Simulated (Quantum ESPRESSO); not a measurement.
# KNiF3: cost and accuracy of the plane-wave cutoff

Wanted: the cheapest choice of the plane-wave cutoff that holds the magnetic results of KNiF3.

Main program and level: Quantum ESPRESSO 7.5; LDA with U = 6 eV on Ni d (ortho-atomic projectors); plane waves with GBRV 1.5 LDA potentials, no spin-orbit coupling (settings of the first rung).

This is a report of a sequence of runs, with most program output left out.

The database entry behind the starting cell differs from later determinations by our own check (about 0.35 % short), so it need not match the best structure at ambient conditions.

### Step 1. The structure

It takes space group Pm-3m (No. 221, cubic). Conventional cell: a = 4.000 Å, b = 4.000 Å, c = 4.000 Å, α = 90.00°, β = 90.00°, γ = 90.00°. Nearest to K lie 12 F at 2.83 Å. Nearest to Ni lie 6 F at 2.00 Å. Nearest to F lie 2 Ni at 2.00 Å and 4 K at 2.83 Å. Farther neighbours and most contacts between anions are not listed.

The cell comes from the Crystallography Open Database.

### Step 2. Rung 1, start ferro +

Input file pw.in:

```
&CONTROL
  calculation = 'scf'
  prefix = 'pwscf'
  outdir = './tmp'
  pseudo_dir = './pseudo'
  disk_io = 'nowf'
  tprnfor = .true.
  tstress = .true.
/
&SYSTEM
  ibrav = 0
  nat = 5
  ntyp = 3
  ecutwfc = 18
  ecutrho = 126
  nbnd = 34
  occupations = 'smearing'
  smearing = 'fd'
  degauss = 0.00367493
  nspin = 2
  starting_magnetization(1) = 0
  starting_magnetization(2) = 0.1111
  starting_magnetization(3) = 0
/
&ELECTRONS
  conv_thr = 1d-08
  electron_maxstep = 150
  mixing_beta = 0.3
/
ATOMIC_SPECIES
K      39.0983 k_lda_v1.4.uspp.F.UPF
Ni     58.6934 ni_lda_v1.4.uspp.F.UPF
F      18.9984 f_lda_v1.4.uspp.F.UPF
CELL_PARAMETERS angstrom
   4.0000000000    0.0000000000    0.0000000000
   0.0000000000    4.0000000000    0.0000000000
   0.0000000000    0.0000000000    4.0000000000
ATOMIC_POSITIONS crystal
K       0.0000000000    0.0000000000    0.0000000000
Ni      0.5000000000    0.5000000000    0.5000000000
F       0.5000000000    0.5000000000    0.0000000000
F       0.0000000000    0.5000000000    0.5000000000
F       0.5000000000    0.0000000000    0.5000000000
K_POINTS automatic
6 6 6 0 0 0
HUBBARD {ortho-atomic}
U Ni-3d 6.0000
```

The run is started by

```bash
$ OMP_NUM_THREADS=1 mpirun -n 2 pw.x -nk 2 -in pw.in > pw.out
```

Run time: 11 s. Hardware: 2 MPI ranks of Intel Xeon 6975P-C (Granite Rapids), shared host; peak memory 0.17 GiB.

Spin moment in the atom's sphere by atom:

| atom | spin moment in the atom's sphere (μB) |
| --- | --- |
| K1 | 0.00 |
| Ni2 | 1.67 |
| F3 | 0.08 |
| F4 | 0.08 |
| F5 | 0.08 |

Numbers from this step:

| Property | Result |
| --- | --- |
| magnetization | 2 μB |
| final state | ferromagnetic |

### Step 3. Rung 1, start antiferro q=(0,1/2,1/2) +-

The wavevector q is in fractions of the reciprocal vectors of the crystal's primitive cell, as the cells of these inputs are built from it; moments change sign between cells as cos(2π q·R).

Input file pw.in:

```
&CONTROL
  calculation = 'scf'
  prefix = 'pwscf'
  outdir = './tmp'
  pseudo_dir = './pseudo'
  disk_io = 'nowf'
  tprnfor = .true.
  tstress = .true.
/
&SYSTEM
  ibrav = 0
  nat = 10
  ntyp = 4
  ecutwfc = 18
  ecutrho = 126
  nbnd = 62
  occupations = 'smearing'
  smearing = 'fd'
  degauss = 0.00367493
  nspin = 2
  starting_magnetization(1) = 0
  starting_magnetization(2) = 0.1111
  starting_magnetization(3) = -0.1111
  starting_magnetization(4) = 0
/
&ELECTRONS
  conv_thr = 2d-08
  electron_maxstep = 150
  mixing_beta = 0.3
/
ATOMIC_SPECIES
K      39.0983 k_lda_v1.4.uspp.F.UPF
Ni1    58.6934 ni_lda_v1.4.uspp.F.UPF
Ni2    58.6934 ni_lda_v1.4.uspp.F.UPF
F      18.9984 f_lda_v1.4.uspp.F.UPF
CELL_PARAMETERS angstrom
   4.0000000000    0.0000000000    0.0000000000
   0.0000000000    8.0000000000    0.0000000000
   0.0000000000    4.0000000000    4.0000000000
ATOMIC_POSITIONS crystal
K       0.0000000000    0.0000000000    0.0000000000
K       0.0000000000    0.5000000000    0.0000000000
Ni1     0.5000000000    0.0000000000    0.5000000000
Ni2     0.5000000000    0.5000000000    0.5000000000
F       0.5000000000    0.2500000000    0.0000000000
F       0.5000000000    0.7500000000    0.0000000000
F       0.0000000000    0.0000000000    0.5000000000
F       0.0000000000    0.5000000000    0.5000000000
F       0.5000000000    0.7500000000    0.5000000000
F       0.5000000000    0.2500000000    0.5000000000
K_POINTS automatic
6 3 6 0 0 0
HUBBARD {ortho-atomic}
U Ni1-3d 6.0000
U Ni2-3d 6.0000
```

Elapsed: 48 s, on 2 MPI ranks; peak memory 0.27 GiB; 96 s of CPU time.

Spin moment in the atom's sphere by atom:

```
atom  spin moment in the atom's sphere (μB)
  K1                                   0.00
  K2                                   0.00
 Ni3                                   1.65
 Ni4                                  -1.65
  F5                                   0.00
  F6                                   0.00
  F7                                   0.08
  F8                                  -0.08
  F9                                   0.00
 F10                                   0.00
```

Read from the output:

| Property | Result |
| --- | --- |
| magnetization | 0 μB |
| final state | antiferromagnetic |

### Step 4. Rung 2, start ferro +

Input file pw.in:

```
&CONTROL
  calculation = 'scf'
  prefix = 'pwscf'
  outdir = './tmp'
  pseudo_dir = './pseudo'
  disk_io = 'nowf'
  tprnfor = .true.
  tstress = .true.
/
&SYSTEM
  ibrav = 0
  nat = 5
  ntyp = 3
  ecutwfc = 24
  ecutrho = 168
  nbnd = 34
  occupations = 'smearing'
  smearing = 'fd'
  degauss = 0.00367493
  nspin = 2
  starting_magnetization(1) = 0
  starting_magnetization(2) = 0.1111
  starting_magnetization(3) = 0
/
&ELECTRONS
  conv_thr = 1d-08
  electron_maxstep = 150
  mixing_beta = 0.3
/
ATOMIC_SPECIES
K      39.0983 k_lda_v1.4.uspp.F.UPF
Ni     58.6934 ni_lda_v1.4.uspp.F.UPF
F      18.9984 f_lda_v1.4.uspp.F.UPF
CELL_PARAMETERS angstrom
   4.0000000000    0.0000000000    0.0000000000
   0.0000000000    4.0000000000    0.0000000000
   0.0000000000    0.0000000000    4.0000000000
ATOMIC_POSITIONS crystal
K       0.0000000000    0.0000000000    0.0000000000
Ni      0.5000000000    0.5000000000    0.5000000000
F       0.5000000000    0.5000000000    0.0000000000
F       0.0000000000    0.5000000000    0.5000000000
F       0.5000000000    0.0000000000    0.5000000000
K_POINTS automatic
6 6 6 0 0 0
HUBBARD {ortho-atomic}
U Ni-3d 6.0000
```

It took 13 s on 2 MPI ranks; peak memory 0.2 GiB; 25 s of CPU time.

This step gave:

```yaml
magnetization: 2 μB
final_state: ferromagnetic
largest_moment: 1.761 μB
```

### Step 5. Rung 2, start antiferro q=(0,1/2,1/2) +-

Input file pw.in:

```
&CONTROL
  calculation = 'scf'
  prefix = 'pwscf'
  outdir = './tmp'
  pseudo_dir = './pseudo'
  disk_io = 'nowf'
  tprnfor = .true.
  tstress = .true.
/
&SYSTEM
  ibrav = 0
  nat = 10
  ntyp = 4
  ecutwfc = 24
  ecutrho = 168
  nbnd = 62
  occupations = 'smearing'
  smearing = 'fd'
  degauss = 0.00367493
  nspin = 2
  starting_magnetization(1) = 0
  starting_magnetization(2) = 0.1111
  starting_magnetization(3) = -0.1111
  starting_magnetization(4) = 0
/
&ELECTRONS
  conv_thr = 2d-08
  electron_maxstep = 150
  mixing_beta = 0.3
/
ATOMIC_SPECIES
K      39.0983 k_lda_v1.4.uspp.F.UPF
Ni1    58.6934 ni_lda_v1.4.uspp.F.UPF
Ni2    58.6934 ni_lda_v1.4.uspp.F.UPF
F      18.9984 f_lda_v1.4.uspp.F.UPF
CELL_PARAMETERS angstrom
   4.0000000000    0.0000000000    0.0000000000
   0.0000000000    8.0000000000    0.0000000000
   0.0000000000    4.0000000000    4.0000000000
ATOMIC_POSITIONS crystal
K       0.0000000000    0.0000000000    0.0000000000
K       0.0000000000    0.5000000000    0.0000000000
Ni1     0.5000000000    0.0000000000    0.5000000000
Ni2     0.5000000000    0.5000000000    0.5000000000
F       0.5000000000    0.2500000000    0.0000000000
F       0.5000000000    0.7500000000    0.0000000000
F       0.0000000000    0.0000000000    0.5000000000
F       0.0000000000    0.5000000000    0.5000000000
F       0.5000000000    0.7500000000    0.5000000000
F       0.5000000000    0.2500000000    0.5000000000
K_POINTS automatic
6 3 6 0 0 0
HUBBARD {ortho-atomic}
U Ni1-3d 6.0000
U Ni2-3d 6.0000
```

Elapsed: 73 s, on 2 MPI ranks; peak memory 0.36 GiB.

This step gave:

```yaml
magnetization: 0 μB
final_state: antiferromagnetic
largest_moment: 1.737 μB
```

### Step 6. Rung 3, start ferro +

Input file pw.in:

```
&CONTROL
  calculation = 'scf'
  prefix = 'pwscf'
  outdir = './tmp'
  pseudo_dir = './pseudo'
  disk_io = 'nowf'
  tprnfor = .true.
  tstress = .true.
/
&SYSTEM
  ibrav = 0
  nat = 5
  ntyp = 3
  ecutwfc = 32
  ecutrho = 224
  nbnd = 34
  occupations = 'smearing'
  smearing = 'fd'
  degauss = 0.00367493
  nspin = 2
  starting_magnetization(1) = 0
  starting_magnetization(2) = 0.1111
  starting_magnetization(3) = 0
/
&ELECTRONS
  conv_thr = 1d-08
  electron_maxstep = 150
  mixing_beta = 0.3
/
ATOMIC_SPECIES
K      39.0983 k_lda_v1.4.uspp.F.UPF
Ni     58.6934 ni_lda_v1.4.uspp.F.UPF
F      18.9984 f_lda_v1.4.uspp.F.UPF
CELL_PARAMETERS angstrom
   4.0000000000    0.0000000000    0.0000000000
   0.0000000000    4.0000000000    0.0000000000
   0.0000000000    0.0000000000    4.0000000000
ATOMIC_POSITIONS crystal
K       0.0000000000    0.0000000000    0.0000000000
Ni      0.5000000000    0.5000000000    0.5000000000
F       0.5000000000    0.5000000000    0.0000000000
F       0.0000000000    0.5000000000    0.5000000000
F       0.5000000000    0.0000000000    0.5000000000
K_POINTS automatic
6 6 6 0 0 0
HUBBARD {ortho-atomic}
U Ni-3d 6.0000
```

It took 19 s on 2 MPI ranks; peak memory 0.26 GiB.

This step gave:

| Quantity | Value |
| --- | --- |
| magnetization | 2 μB |
| final state | ferromagnetic |
| largest moment | 1.759 μB |

### Step 7. Rung 3, start antiferro q=(0,1/2,1/2) +-

Input file pw.in:

```
&CONTROL
  calculation = 'scf'
  prefix = 'pwscf'
  outdir = './tmp'
  pseudo_dir = './pseudo'
  disk_io = 'nowf'
  tprnfor = .true.
  tstress = .true.
/
&SYSTEM
  ibrav = 0
  nat = 10
  ntyp = 4
  ecutwfc = 32
  ecutrho = 224
  nbnd = 62
  occupations = 'smearing'
  smearing = 'fd'
  degauss = 0.00367493
  nspin = 2
  starting_magnetization(1) = 0
  starting_magnetization(2) = 0.1111
  starting_magnetization(3) = -0.1111
  starting_magnetization(4) = 0
/
&ELECTRONS
  conv_thr = 2d-08
  electron_maxstep = 150
  mixing_beta = 0.3
/
ATOMIC_SPECIES
K      39.0983 k_lda_v1.4.uspp.F.UPF
Ni1    58.6934 ni_lda_v1.4.uspp.F.UPF
Ni2    58.6934 ni_lda_v1.4.uspp.F.UPF
F      18.9984 f_lda_v1.4.uspp.F.UPF
CELL_PARAMETERS angstrom
   4.0000000000    0.0000000000    0.0000000000
   0.0000000000    8.0000000000    0.0000000000
   0.0000000000    4.0000000000    4.0000000000
ATOMIC_POSITIONS crystal
K       0.0000000000    0.0000000000    0.0000000000
K       0.0000000000    0.5000000000    0.0000000000
Ni1     0.5000000000    0.0000000000    0.5000000000
Ni2     0.5000000000    0.5000000000    0.5000000000
F       0.5000000000    0.2500000000    0.0000000000
F       0.5000000000    0.7500000000    0.0000000000
F       0.0000000000    0.0000000000    0.5000000000
F       0.0000000000    0.5000000000    0.5000000000
F       0.5000000000    0.7500000000    0.5000000000
F       0.5000000000    0.2500000000    0.5000000000
K_POINTS automatic
6 3 6 0 0 0
HUBBARD {ortho-atomic}
U Ni1-3d 6.0000
U Ni2-3d 6.0000
```

Wall time 2 min (2 MPI ranks); peak memory 0.51 GiB; 3.9 min of CPU time.

This step gave:

```yaml
magnetization: 0 μB
final_state: antiferromagnetic
largest_moment: 1.729 μB
```

### Step 8. Rung 4, start ferro +

Input file pw.in:

```
&CONTROL
  calculation = 'scf'
  prefix = 'pwscf'
  outdir = './tmp'
  pseudo_dir = './pseudo'
  disk_io = 'nowf'
  tprnfor = .true.
  tstress = .true.
/
&SYSTEM
  ibrav = 0
  nat = 5
  ntyp = 3
  ecutwfc = 40
  ecutrho = 280
  nbnd = 34
  occupations = 'smearing'
  smearing = 'fd'
  degauss = 0.00367493
  nspin = 2
  starting_magnetization(1) = 0
  starting_magnetization(2) = 0.1111
  starting_magnetization(3) = 0
/
&ELECTRONS
  conv_thr = 1d-08
  electron_maxstep = 150
  mixing_beta = 0.3
/
ATOMIC_SPECIES
K      39.0983 k_lda_v1.4.uspp.F.UPF
Ni     58.6934 ni_lda_v1.4.uspp.F.UPF
F      18.9984 f_lda_v1.4.uspp.F.UPF
CELL_PARAMETERS angstrom
   4.0000000000    0.0000000000    0.0000000000
   0.0000000000    4.0000000000    0.0000000000
   0.0000000000    0.0000000000    4.0000000000
ATOMIC_POSITIONS crystal
K       0.0000000000    0.0000000000    0.0000000000
Ni      0.5000000000    0.5000000000    0.5000000000
F       0.5000000000    0.5000000000    0.0000000000
F       0.0000000000    0.5000000000    0.5000000000
F       0.5000000000    0.0000000000    0.5000000000
K_POINTS automatic
6 6 6 0 0 0
HUBBARD {ortho-atomic}
U Ni-3d 6.0000
```

The job ended after 26 s (2 MPI ranks; peak memory 0.32 GiB; 52 s of CPU time).

This step gave:

- magnetization: 2 μB
- final state: ferromagnetic
- largest moment: 1.759 μB

### Step 9. Rung 4, start antiferro q=(0,1/2,1/2) +-

Input file pw.in:

```
&CONTROL
  calculation = 'scf'
  prefix = 'pwscf'
  outdir = './tmp'
  pseudo_dir = './pseudo'
  disk_io = 'nowf'
  tprnfor = .true.
  tstress = .true.
/
&SYSTEM
  ibrav = 0
  nat = 10
  ntyp = 4
  ecutwfc = 40
  ecutrho = 280
  nbnd = 62
  occupations = 'smearing'
  smearing = 'fd'
  degauss = 0.00367493
  nspin = 2
  starting_magnetization(1) = 0
  starting_magnetization(2) = 0.1111
  starting_magnetization(3) = -0.1111
  starting_magnetization(4) = 0
/
&ELECTRONS
  conv_thr = 2d-08
  electron_maxstep = 150
  mixing_beta = 0.3
/
ATOMIC_SPECIES
K      39.0983 k_lda_v1.4.uspp.F.UPF
Ni1    58.6934 ni_lda_v1.4.uspp.F.UPF
Ni2    58.6934 ni_lda_v1.4.uspp.F.UPF
F      18.9984 f_lda_v1.4.uspp.F.UPF
CELL_PARAMETERS angstrom
   4.0000000000    0.0000000000    0.0000000000
   0.0000000000    8.0000000000    0.0000000000
   0.0000000000    4.0000000000    4.0000000000
ATOMIC_POSITIONS crystal
K       0.0000000000    0.0000000000    0.0000000000
K       0.0000000000    0.5000000000    0.0000000000
Ni1     0.5000000000    0.0000000000    0.5000000000
Ni2     0.5000000000    0.5000000000    0.5000000000
F       0.5000000000    0.2500000000    0.0000000000
F       0.5000000000    0.7500000000    0.0000000000
F       0.0000000000    0.0000000000    0.5000000000
F       0.0000000000    0.5000000000    0.5000000000
F       0.5000000000    0.7500000000    0.5000000000
F       0.5000000000    0.2500000000    0.5000000000
K_POINTS automatic
6 3 6 0 0 0
HUBBARD {ortho-atomic}
U Ni1-3d 6.0000
U Ni2-3d 6.0000
```

It took 2.3 min on 2 MPI ranks; peak memory 0.66 GiB.

Numbers from this step:

```
magnetization  : 0 μB
final state    : antiferromagnetic
largest moment : 1.730 μB
```

### Step 10. Rung 5, start ferro +

Input file pw.in:

```
&CONTROL
  calculation = 'scf'
  prefix = 'pwscf'
  outdir = './tmp'
  pseudo_dir = './pseudo'
  disk_io = 'nowf'
  tprnfor = .true.
  tstress = .true.
/
&SYSTEM
  ibrav = 0
  nat = 5
  ntyp = 3
  ecutwfc = 56
  ecutrho = 392
  nbnd = 34
  occupations = 'smearing'
  smearing = 'fd'
  degauss = 0.00367493
  nspin = 2
  starting_magnetization(1) = 0
  starting_magnetization(2) = 0.1111
  starting_magnetization(3) = 0
/
&ELECTRONS
  conv_thr = 1d-08
  electron_maxstep = 150
  mixing_beta = 0.3
/
ATOMIC_SPECIES
K      39.0983 k_lda_v1.4.uspp.F.UPF
Ni     58.6934 ni_lda_v1.4.uspp.F.UPF
F      18.9984 f_lda_v1.4.uspp.F.UPF
CELL_PARAMETERS angstrom
   4.0000000000    0.0000000000    0.0000000000
   0.0000000000    4.0000000000    0.0000000000
   0.0000000000    0.0000000000    4.0000000000
ATOMIC_POSITIONS crystal
K       0.0000000000    0.0000000000    0.0000000000
Ni      0.5000000000    0.5000000000    0.5000000000
F       0.5000000000    0.5000000000    0.0000000000
F       0.0000000000    0.5000000000    0.5000000000
F       0.5000000000    0.0000000000    0.5000000000
K_POINTS automatic
6 6 6 0 0 0
HUBBARD {ortho-atomic}
U Ni-3d 6.0000
```

Wall time 36 s (2 MPI ranks); peak memory 0.44 GiB.

Numbers from this step:

```yaml
magnetization: 2 μB
final_state: ferromagnetic
largest_moment: 1.759 μB
```

### Step 11. Rung 5, start antiferro q=(0,1/2,1/2) +-

Input file pw.in:

```
&CONTROL
  calculation = 'scf'
  prefix = 'pwscf'
  outdir = './tmp'
  pseudo_dir = './pseudo'
  disk_io = 'nowf'
  tprnfor = .true.
  tstress = .true.
/
&SYSTEM
  ibrav = 0
  nat = 10
  ntyp = 4
  ecutwfc = 56
  ecutrho = 392
  nbnd = 62
  occupations = 'smearing'
  smearing = 'fd'
  degauss = 0.00367493
  nspin = 2
  starting_magnetization(1) = 0
  starting_magnetization(2) = 0.1111
  starting_magnetization(3) = -0.1111
  starting_magnetization(4) = 0
/
&ELECTRONS
  conv_thr = 2d-08
  electron_maxstep = 150
  mixing_beta = 0.3
/
ATOMIC_SPECIES
K      39.0983 k_lda_v1.4.uspp.F.UPF
Ni1    58.6934 ni_lda_v1.4.uspp.F.UPF
Ni2    58.6934 ni_lda_v1.4.uspp.F.UPF
F      18.9984 f_lda_v1.4.uspp.F.UPF
CELL_PARAMETERS angstrom
   4.0000000000    0.0000000000    0.0000000000
   0.0000000000    8.0000000000    0.0000000000
   0.0000000000    4.0000000000    4.0000000000
ATOMIC_POSITIONS crystal
K       0.0000000000    0.0000000000    0.0000000000
K       0.0000000000    0.5000000000    0.0000000000
Ni1     0.5000000000    0.0000000000    0.5000000000
Ni2     0.5000000000    0.5000000000    0.5000000000
F       0.5000000000    0.2500000000    0.0000000000
F       0.5000000000    0.7500000000    0.0000000000
F       0.0000000000    0.0000000000    0.5000000000
F       0.0000000000    0.5000000000    0.5000000000
F       0.5000000000    0.7500000000    0.5000000000
F       0.5000000000    0.2500000000    0.5000000000
K_POINTS automatic
6 3 6 0 0 0
HUBBARD {ortho-atomic}
U Ni1-3d 6.0000
U Ni2-3d 6.0000
```

Run time: 4.2 min. Hardware: 2 MPI ranks; peak memory 1 GiB; 8.3 min of CPU time.

Numbers from this step:

```yaml
magnetization: 0 μB
final_state: antiferromagnetic
largest_moment: 1.730 μB
```

### Step 12. The rungs together

Ladder, by row:

```csv
rung,cutoff (eV),state from the first start,state from the second start,second less first (meV a seeded atom),"moment, first (μB)","moment, second (μB)",CPU time (s)
1,245,ferromagnetic,antiferromagnetic,-2.506,1.67,1.655,118
2,327,ferromagnetic,antiferromagnetic,-35.9,1.761,1.737,170.6
3,435,ferromagnetic,antiferromagnetic,-59.48,1.759,1.729,272.3
4,544,ferromagnetic,antiferromagnetic,-58.39,1.759,1.73,329.8
5,762,ferromagnetic,antiferromagnetic,-58.21,1.759,1.73,573.5
```

### Step 13. What came out

- range of the largest moment, first start: 1.67 to 1.76 μB; second start 1.65 to 1.74 μB
- range of CPU time: 2 min to 9.6 min
- range of the energy difference: -59.5 to -2.51 meV a seeded atom
- first rung that agrees with the last (margins below): 3

In words: From rung 3 on the states are those of the last rung, the moments stay within 0.05 μB of it and the difference within 2.9 meV; rung 3 took 47 % of its CPU time.

[Logs and program files are shortened in this print: banners, set-up blocks, solver, clock and traceback lines can be left out without a mark of their own.]

[Logs are printed without paths, hosts, clocks, repeated set-up lines and the standing remarks that a program may print on its own settings, such as how far it seeks lower states.]

[Hosts, paths, dates, database ids (printed as entryN), source tags and the programs' standing remarks are cut or masked in the printed files.]

[Where a cell is said to come from a database of computed structures, the database is the Materials Project.]
